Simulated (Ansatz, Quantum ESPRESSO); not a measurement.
# Ru(0001), 4 layers, one monolayer of Al on hcp sites: vacuum level and surface dipole, part 3 of 5

Wanted: work functions and the surface dipole of Ru(0001), 4 layers, one monolayer of Al on hcp sites at several levels, with their cost.

Quantum ESPRESSO 7.5; plane-wave DFT, PBE, GBRV ultrasoft pseudopotentials; geometry and cross-check by Ansatz 0.2.0 with PAW datasets.

So far. Step 4 (SCF with pw.x: open boundaries by the effective …): The run needed 49 iterations to bring the estimated error under 1e-07 Ry; the largest force on any atom, held or free, is 0.51 eV/Å.

## 5. Ground state: PBE, SSSP efficiency

The geometry stays; functional or pseudopotentials change.

Level of this step: plane-wave DFT, PBE, SSSP efficiency pseudopotentials (Quantum ESPRESSO 7.5).

Input file sssp-pbe.in:

```
&control
  prefix = 'sssp-pbe'
  outdir = './out'
  pseudo_dir = './pseudo'
  calculation = 'scf'
  tprnfor = .true.
/
&system
  ibrav = 0
  nat = 5
  ntyp = 2
  ecutwfc = 45
  ecutrho = 360
  occupations = 'smearing'
  smearing = 'mv'
  degauss = 0.02
  assume_isolated = 'esm'
  esm_bc = 'bc1'
/
&electrons
  conv_thr = 1e-07
  mixing_beta = 0.4
  electron_maxstep = 120
  mixing_mode = 'local-TF'
/
ATOMIC_SPECIES
  Ru  101.0700  Ru_ONCV_PBE-1.0.oncvpsp.upf
  Al  26.9815  Al.pbe-n-kjpaw_psl.1.0.0.UPF
CELL_PARAMETERS angstrom
  2.69999999998962 0.00000000000000 0.00000000000000
  1.34999999999481 2.33826859020899 0.00000000000000
  0.00000000000000 0.00000000000000 25.41520000000000
ATOMIC_POSITIONS crystal
  Ru  0.666666666667 0.666666666667 -0.168605234121
  Ru  -0.000000000000 -0.000000000000 -0.084466608421
  Ru  0.666666666667 0.666666666667 -0.000916359138
  Ru  -0.000000000000 -0.000000000000 0.084290055954
  Al  0.666666666667 0.666666666667 0.168605234121
K_POINTS automatic
  12 12 1 0 0 0
```

The run is started by

```bash
OMP_NUM_THREADS=1 mpirun -n 4 pw.x -nk 4 -in sssp-pbe.in > sssp-pbe.out
```

Output:

```text
[banner, memory and clock lines left out]
Program PWSCF v.7.5 starts
[citation notice left out]

[...]
Message from routine setup:
[...]
bravais-lattice index     =            0
     lattice parameter (alat)  =       5.1023  a.u.
     unit-cell volume          =    1082.8001 (a.u.)^3
     number of atoms/cell      =            5
     number of atomic types    =            2
     number of electrons       =        67.00
     number of Kohn-Sham states=           41
     kinetic-energy cutoff     =      45.0000  Ry
     charge density cutoff     =     360.0000  Ry
     scf convergence threshold =      1.0E-07
     mixing beta               =       0.4000
     number of iterations used =            8  local-TF  mixing
     Exchange-correlation= SLA  PW   PBX  PBC
                           (   1   4   3   4   0   0   0)

     Effective Screening Medium Method
     Boundary Conditions: Vacuum-Slab-Vacuum
     total charge in unit cell        =   0.0000
     grid points for fit at edges     =        4

[...]
PseudoPot. # 1 for Ru read from file:
     ./pseudo/Ru_ONCV_PBE-1.0.oncvpsp.upf
     Pseudo is Norm-conserving, Zval = 16.0
     Generated using ONCVPSP code by D. R. Hamann
     Using radial grid of 1458 points,  6 beta functions with:
                l(1) =   0
                l(2) =   0
                l(3) =   1
                l(4) =   1
                l(5) =   2
                l(6) =   2

     PseudoPot. # 2 for Al read from file:
     ./pseudo/Al.pbe-n-kjpaw_psl.1.0.0.UPF
     Pseudo is Projector augmented-wave + core cor, Zval =  3.0
     Generated using "atomic" code by A. Dal Corso  v.5.1
     Shape of augmentation charge: PSQ
     Using radial grid of 1135 points,  6 beta functions with:
                l(1) =   0
                l(2) =   0
                l(3) =   1
                l(4) =   1
                l(5) =   2
                l(6) =   2
     Q(r) pseudized with 0 coefficients

     atomic species   valence    mass     pseudopotential
     Ru               16.00   101.07000     Ru( 1.00)
     Al                3.00    26.98150     Al( 1.00)

      6 Sym. Ops. (no inversion) found

[...]
number of k points=    19  Marzari-Vanderbilt smearing, width (Ry)=  0.0200
[...]
Dense  grid:   125151 G-vectors     FFT dimensions: (  32,  32, 300)

     Smooth grid:    43957 G-vectors     FFT dimensions: (  24,  24, 216)

     Initial potential from superposition of free atoms

     starting charge      66.9955, renormalised to      67.0000

     negative rho (up, down):  2.445E-06 0.000E+00
     Starting wfcs are   44 randomized atomic wfcs
     Checking if some PAW data can be deallocated...

     per-process dynamical memory:    93.6 Mb

     Self-consistent Calculation

     iteration #  1     ecut=    45.00 Ry     beta= 0.40
     Davidson diagonalization with overlap
     ethr =  1.00E-02,  avg # of iterations =  5.9

     total energy              =    -793.18090397 Ry
     estimated scf accuracy    <       2.83244634 Ry

     iteration #  2     ecut=    45.00 Ry     beta= 0.40
[...]
total energy              =    -793.30975886 Ry
     estimated scf accuracy    <       1.12630092 Ry

     iteration #  3     ecut=    45.00 Ry     beta= 0.40
[...]
total energy              =    -793.41711860 Ry
     estimated scf accuracy    <       0.48062556 Ry

     iteration #  4     ecut=    45.00 Ry     beta= 0.40
[...]
total energy              =    -793.57883492 Ry
     estimated scf accuracy    <       0.21577172 Ry

     iteration #  5     ecut=    45.00 Ry     beta= 0.40
[...]
total energy              =    -793.56289774 Ry
     estimated scf accuracy    <       0.17094545 Ry

     iteration #  6     ecut=    45.00 Ry     beta= 0.40
[...]
total energy              =    -793.57065122 Ry
     estimated scf accuracy    <       0.10395230 Ry

[...]
iteration # 32     ecut=    45.00 Ry     beta= 0.40
[...]
negative rho (up, down):  6.657E-05 0.000E+00

[...]
total energy              =    -793.58989038 Ry
     estimated scf accuracy    <       0.00000286 Ry

     iteration # 33     ecut=    45.00 Ry     beta= 0.40
[...]
negative rho (up, down):  2.672E-05 0.000E+00

[...]
total energy              =    -793.58991472 Ry
     estimated scf accuracy    <       0.00000103 Ry

     iteration # 34     ecut=    45.00 Ry     beta= 0.40
[...]
negative rho (up, down):  3.488E-06 0.000E+00

[...]
total energy              =    -793.58991104 Ry
     estimated scf accuracy    <       0.00000231 Ry

     iteration # 35     ecut=    45.00 Ry     beta= 0.40
[...]
negative rho (up, down):  1.615E-06 0.000E+00

[...]
End of self-consistent calculation

          k = 0.0000 0.0000 0.0000 (  5647 PWs)   bands (ev):

   -77.9428 -77.7858 -77.5233 -77.4034 -48.2773 -47.8011 -47.4893 -47.4893
   -47.3518 -47.3505 -47.3505 -47.2059 -47.1354 -47.1354 -46.9491 -46.9491
   -14.4363 -12.1185 -10.9691 -10.7001 -10.3269  -7.6654  -7.4932  -7.4932
    -7.3527  -7.3527  -7.3115  -7.0808  -6.9007  -6.9007  -6.6204  -6.6204
    -5.6304  -5.5588  -5.5588  -4.6044  -4.6044  -3.8606  -3.8605  -3.8575
    -3.5406

          k = 0.0000 0.0962 0.0000 (  5607 PWs)   bands (ev):

   -77.9342 -77.7792 -77.5165 -77.3965 -48.2599 -47.8052 -47.5358 -47.5036
   -47.4267 -47.3618 -47.3180 -47.2190 -47.1771 -47.1468 -46.9975 -46.9607
   -14.2505 -11.8758 -10.7345 -10.4892 -10.0877  -7.8183  -7.6674  -7.5656
    -7.4611  -7.3089  -7.1916  -7.0213  -6.8917  -6.7803  -6.7152  -6.4549
    -6.0208  -5.6359  -5.6341  -4.9190  -4.6672  -4.4512  -3.8682  -3.4828
    -3.4173

[...]
the Fermi energy is    -4.6760 ev

!    total energy              =    -793.58990182 Ry
     estimated scf accuracy    <       0.00000001 Ry
     smearing contrib. (-TS)   =      -0.00096077 Ry
     internal energy E=F+TS    =    -793.58894106 Ry

     The total energy is F=E-TS. E is the sum of the following terms:
     one-electron contribution =   14115.00502422 Ry
     hartree contribution      =   -7079.47484056 Ry
     xc contribution           =     -81.83694989 Ry
     ewald contribution        =   -7712.59463986 Ry
     one-center paw contrib.   =     -34.68753496 Ry

     convergence has been achieved in  35 iterations

     negative rho (up, down):  1.615E-06 0.000E+00

     Forces acting on atoms (cartesian axes, Ry/au):

     atom    1 type  1   force =     0.00000000    0.00000000    0.01845158
     atom    2 type  1   force =     0.00000000    0.00000000   -0.01731655
     atom    3 type  1   force =     0.00000000    0.00000000   -0.00276758
     atom    4 type  1   force =     0.00000000    0.00000000    0.00204696
     atom    5 type  2   force =     0.00000000    0.00000000   -0.00102211

     Total force =     0.025558     Total SCF correction =     0.001058

[...]
```

The job ended after 65 s (4 MPI ranks of AMD EPYC 9R14 (Zen 4), shared host; peak memory 0.86 GiB; 4.3 min of CPU time).

Read from the output:

| Item | Value |
| --- | --- |
| free energy | -10797.3407 eV |
| vacuum line at the lower end of the cell, over the Fermi level | 5.089 eV |
| vacuum line at the upper end of the cell, over the Fermi level | 4.263 eV |

The potential energy, planar mean oscillates, so the rows of the table below give means over windows of 2.12 Å about each position, cut where the curve ends. Its maxima inside the range that stand out by 2 % of the span (Å: eV): -3.2: -1.86, -1.1: -2.21, 1.1: -1.73, 3.2: -1.85. Its minima: -4.3: -34.0, -2.1: -34.5, 0.0: -34.4, 2.1: -34.4, 4.3: -12.4.

Electrostatic potential energy of an electron; zero at the Fermi level. Potential energy, planar mean against z; means over each step:

```tsv
z (Å)	potential energy, planar mean (eV)
-11.65	5.09
-9.53	5.09
-7.41	5.03
-5.29	-6.75
-3.17	-15.5
-1.05	-15.9
1.07	-15.1
3.19	-11.5
5.31	-2.38
7.43	4.20
9.55	4.26
11.67	4.26
```

The upper face goes from 4.261 eV (PBE, GBRV) to 4.263 eV, a change of +0.002 eV.

## 6. SCF with pw.x: rev-vdW-DF2, GBRV ultrasoft

Level of this step: plane-wave DFT, rev-vdW-DF2, GBRV ultrasoft pseudopotentials made under PBE (Quantum ESPRESSO 7.5). input_dft overrides the functional of the files.

gbrv-vdw-df2-b86r.in, as its differences from the input of step 5:

```diff
@@ -1,3 +1,3 @@
 &control
-  prefix = 'sssp-pbe'
+  prefix = 'gbrv-vdw-df2-b86r'
   outdir = './out'
@@ -11,4 +11,5 @@
   ntyp = 2
-  ecutwfc = 45
-  ecutrho = 360
+  ecutwfc = 40
+  ecutrho = 200
+  input_dft = 'vdw-df2-b86r'
   occupations = 'smearing'
@@ -26,4 +27,4 @@
 ATOMIC_SPECIES
-  Ru  101.0700  Ru_ONCV_PBE-1.0.oncvpsp.upf
-  Al  26.9815  Al.pbe-n-kjpaw_psl.1.0.0.UPF
+  Ru  101.0700  ru_pbe_v1.2.uspp.F.UPF
+  Al  26.9815  al_pbe_v1.uspp.F.UPF
 CELL_PARAMETERS angstrom
```

The run is started by

```bash
OMP_NUM_THREADS=1 mpirun -n 4 pw.x -nk 4 -in gbrv-vdw-df2-b86r.in > gbrv-vdw-df2-b86r.out
```

Output:

```text
[banner, memory and clock lines left out]
Program PWSCF v.7.5 starts
[citation notice left out]

[...]
Message from routine setup:
[...]
bravais-lattice index     =            0
     lattice parameter (alat)  =       5.1023  a.u.
     unit-cell volume          =    1082.8001 (a.u.)^3
     number of atoms/cell      =            5
     number of atomic types    =            2
     number of electrons       =        67.00
     number of Kohn-Sham states=           41
     kinetic-energy cutoff     =      40.0000  Ry
     charge density cutoff     =     200.0000  Ry
     scf convergence threshold =      1.0E-07
     mixing beta               =       0.4000
     number of iterations used =            8  local-TF  mixing
     Exchange-correlation= VDW-DF2-B86R
                           (   1   4  26   0   2   0   0)

     Effective Screening Medium Method
     Boundary Conditions: Vacuum-Slab-Vacuum
     total charge in unit cell        =   0.0000
     grid points for fit at edges     =        4

[...]
PseudoPot. # 1 for Ru read from file:
     ./pseudo/ru_pbe_v1.2.uspp.F.UPF
     Pseudo is Ultrasoft + core correction, Zval = 16.0
     Generated by new atomic code, or converted to UPF format
     Using radial grid of  967 points,  6 beta functions with:
                l(1) =   0
                l(2) =   0
                l(3) =   1
                l(4) =   1
                l(5) =   2
                l(6) =   2
     Q(r) pseudized with  8 coefficients,  rinner =    1.300   1.300   1.300
                                                       1.300   1.300

     PseudoPot. # 2 for Al read from file:
     ./pseudo/al_pbe_v1.uspp.F.UPF
     Pseudo is Ultrasoft + core correction, Zval =  3.0
     Generated by new atomic code, or converted to UPF format
     Using radial grid of  893 points,  3 beta functions with:
                l(1) =   0
                l(2) =   1
                l(3) =   2
     Q(r) pseudized with  8 coefficients,  rinner =    0.900   0.900   0.900
                                                       0.900   0.900

     atomic species   valence    mass     pseudopotential
     Ru               16.00   101.07000     Ru( 1.00)
     Al                3.00    26.98150     Al( 1.00)

      6 Sym. Ops. (no inversion) found

[...]
number of k points=    19  Marzari-Vanderbilt smearing, width (Ry)=  0.0200
[...]
Dense  grid:    51901 G-vectors     FFT dimensions: (  24,  24, 225)

     Smooth grid:    37003 G-vectors     FFT dimensions: (  24,  24, 200)

     Initial potential from superposition of free atoms

     starting charge      62.9975, renormalised to      67.0000

     negative rho (up, down):  3.275E-01 0.000E+00

     %%%%%%%%%%%%%%%%%%%%%%%%%%%%%%%%%%%%%%%%%%%%%%%%%%%%%%%%%%%%%%%%%%%%%%%%
     %                                                                      %
     % You are using vdW-DF, which was implemented by the Thonhauser group. %
     % possible and the two reviews that describe the various versions:     %
     %                                                                      %
     %                                                                      %
     % If you are calculating stress with vdW-DF, please also cite:         %
     %                                                                      %
     %                                                                      %
     %%%%%%%%%%%%%%%%%%%%%%%%%%%%%%%%%%%%%%%%%%%%%%%%%%%%%%%%%%%%%%%%%%%%%%%%

     %%%%%%%%%%%%%%%%%%%%%%%%%%%%%%%%%%%%%%%%%%%%%%%%%%%%%%%%%%%%%%%%%%%%%%%%
     %                                                                      %
     %  vdW-DF NEWS:                                                        %
     %                                                                      %
     %  * vdW-DF3 is now available. DOI: 10.1021/acs.jctc.0c00471           %
     %    use with input_dft = 'vdW-DF3-opt1' or 'vdW-DF3-opt2'             %
     %                                                                      %
     %  * Unscreened and range-separated hybrid vdW-DF-cx functionals       %
     %    DOI: 10.1063/1.4986522 and 10.1088/1361-648X/ac2ad2               %
     %    use with input_dft = 'vdW-DF-cx0'    and 'vdW-DF-ahcx'            %
     %  * Unscreened and range-separated hybrid vdW-DF2-b86r functionals    %
     %    DOI: 10.1063/1.4986522 and DOI: 10.1103/PhysRevX.12.041003        %
     %    use with input_dft = 'vdW-DF2-br0' and 'vdW-DF2-ahbr'             %
     %                                                                      %
     %%%%%%%%%%%%%%%%%%%%%%%%%%%%%%%%%%%%%%%%%%%%%%%%%%%%%%%%%%%%%%%%%%%%%%%%

     Starting wfcs are   56 randomized atomic wfcs

     per-process dynamical memory:    61.0 Mb

     Self-consistent Calculation

     iteration #  1     ecut=    40.00 Ry     beta= 0.40
     Davidson diagonalization with overlap
     c_bands:  3 eigenvalues not converged
     c_bands:  4 eigenvalues not converged
     ethr =  1.00E-02,  avg # of iterations = 13.8

     negative rho (up, down):  3.759E-01 0.000E+00

     total energy              =    -774.28917823 Ry
     estimated scf accuracy    <     410.05225419 Ry

     iteration #  2     ecut=    40.00 Ry     beta= 0.40
[...]
negative rho (up, down):  3.502E-01 0.000E+00

[...]
total energy              =    -782.70419165 Ry
     estimated scf accuracy    <      20.98902925 Ry

     iteration #  3     ecut=    40.00 Ry     beta= 0.40
[...]
negative rho (up, down):  3.373E-01 0.000E+00

[...]
total energy              =    -782.07278773 Ry
     estimated scf accuracy    <      12.98922266 Ry

     iteration #  4     ecut=    40.00 Ry     beta= 0.40
[...]
c_bands:  1 eigenvalues not converged
[...]
negative rho (up, down):  3.398E-01 0.000E+00

[...]
total energy              =    -782.33147223 Ry
     estimated scf accuracy    <       5.89495586 Ry

     iteration #  5     ecut=    40.00 Ry     beta= 0.40
[...]
negative rho (up, down):  3.357E-01 0.000E+00

[...]
total energy              =    -783.68394006 Ry
     estimated scf accuracy    <      11.92184125 Ry

     iteration #  6     ecut=    40.00 Ry     beta= 0.40
[...]
negative rho (up, down):  3.302E-01 0.000E+00

[...]
total energy              =    -783.03165374 Ry
     estimated scf accuracy    <       4.40220067 Ry

[...]
iteration # 48     ecut=    40.00 Ry     beta= 0.40
[...]
negative rho (up, down):  3.194E-01 0.000E+00

[...]
total energy              =    -783.90053441 Ry
     estimated scf accuracy    <       0.00000161 Ry

     iteration # 49     ecut=    40.00 Ry     beta= 0.40
[...]
negative rho (up, down):  3.194E-01 0.000E+00

[...]
total energy              =    -783.90057892 Ry
     estimated scf accuracy    <       0.00000118 Ry

     iteration # 50     ecut=    40.00 Ry     beta= 0.40
[...]
negative rho (up, down):  3.194E-01 0.000E+00

[...]
total energy              =    -783.90060879 Ry
     estimated scf accuracy    <       0.00000012 Ry

     iteration # 51     ecut=    40.00 Ry     beta= 0.40
[...]
negative rho (up, down):  3.194E-01 0.000E+00

[...]
End of self-consistent calculation

          k = 0.0000 0.0000 0.0000 (  4609 PWs)   bands (ev):

   -78.0903 -77.9327 -77.6615 -77.5254 -48.4320 -47.9516 -47.6365 -47.6365
   -47.4985 -47.4985 -47.4961 -47.3462 -47.2781 -47.2781 -47.0911 -47.0911
   -14.6548 -12.3038 -11.1621 -10.8947 -10.5143  -7.8746  -7.7026  -7.7026
    -7.5619  -7.5619  -7.5164  -7.2800  -7.1076  -7.1076  -6.8295  -6.8295
    -5.8268  -5.7682  -5.7682  -4.8084  -4.8084  -4.0638  -4.0583  -4.0582
    -3.7372

          k = 0.0000 0.0962 0.0000 (  4591 PWs)   bands (ev):

   -78.0816 -77.9261 -77.6546 -77.5185 -48.4146 -47.9556 -47.6833 -47.6510
   -47.5742 -47.5099 -47.4638 -47.3590 -47.3198 -47.2896 -47.1399 -47.1028
   -14.4695 -12.0604 -10.9273 -10.6826 -10.2750  -8.0276  -7.8730  -7.7712
    -7.6693  -7.5186  -7.4012  -7.2246  -7.0972  -6.9888  -6.9223  -6.6645
    -6.2160  -5.8455  -5.8410  -5.1190  -4.8718  -4.6608  -4.0660  -3.6789
    -3.6244

[...]
the Fermi energy is    -4.8788 ev

!    total energy              =    -783.90060088 Ry
     estimated scf accuracy    <       0.00000003 Ry
     smearing contrib. (-TS)   =      -0.00091460 Ry
     internal energy E=F+TS    =    -783.89968629 Ry

     The total energy is F=E-TS. E is the sum of the following terms:
     one-electron contribution =   14112.26798978 Ry
     hartree contribution      =   -7075.35895891 Ry
     xc contribution           =    -108.21407730 Ry
     ewald contribution        =   -7712.59463986 Ry

     convergence has been achieved in  51 iterations

     negative rho (up, down):  3.194E-01 0.000E+00

     Forces acting on atoms (cartesian axes, Ry/au):

     atom    1 type  1   force =     0.00000000    0.00000000    0.02591482
     atom    2 type  1   force =     0.00000000    0.00000000   -0.01654866
     atom    3 type  1   force =     0.00000000    0.00000000   -0.00309162
     atom    4 type  1   force =     0.00000000    0.00000000   -0.00226149
     atom    5 type  2   force =     0.00000000    0.00000000   -0.00385226

     Total force =     0.031224     Total SCF correction =     0.001814

[...]
```

Wall time 91 s (4 MPI ranks); peak memory 0.77 GiB.

Numbers from this step:

```
free energy                                                    : -10665.5110 eV
Fermi energy                                                   : -4.879 eV
vacuum line at the lower end of the cell, over the Fermi level : 5.360 eV
vacuum line at the upper end of the cell, over the Fermi level : 4.398 eV
```

The potential energy, planar mean oscillates, so the rows of the table below give means over windows of 2.15 Å about each position, cut where the curve ends. Its maxima inside the range that stand out by 2 % of the span (Å: eV): -3.3: -1.83, -1.1: -2.14, 1.0: -1.64, 3.3: -1.80. Its minima: -4.3: -48.7, -2.1: -49.1, 0.0: -49.0, 2.1: -49.0, 4.3: -16.3.

Electrostatic potential energy of an electron; zero at the Fermi level. Potential energy, planar mean against z; means over each step:

z (Å), potential energy, planar mean (eV) and a bar from the least value:
```
   -11.58        5.4 ##############################
    -9.43        5.4 ##############################
    -7.28        5.3 ##############################
    -5.12      -13.1 #########
    -2.97      -20.2 
    -0.82      -20.5 
     1.33      -19.7 #
     3.48      -10.9 ###########
     5.63       -0.3 #######################
     7.78        4.4 #############################
     9.93        4.4 #############################
    12.08        4.4 #############################
```

The upper face goes from 4.261 eV (PBE, GBRV) to 4.398 eV, a change of +0.137 eV.

(Continued in part 4 of 5.)

[Logs are printed without paths, hosts, clocks, repeated set-up lines and the standing remarks that a program may print on its own settings, such as how far it seeks lower states.]

[Hosts, paths, dates, database ids (printed as entryN), source tags and the programs' standing remarks are cut or masked in the printed files.]

[Maps of the electrostatic potential energy from Ansatz leave out the sawtooth potential of an applied field or a dipole correction, so their vacuum need not be flat; planar profiles and work functions include it.]
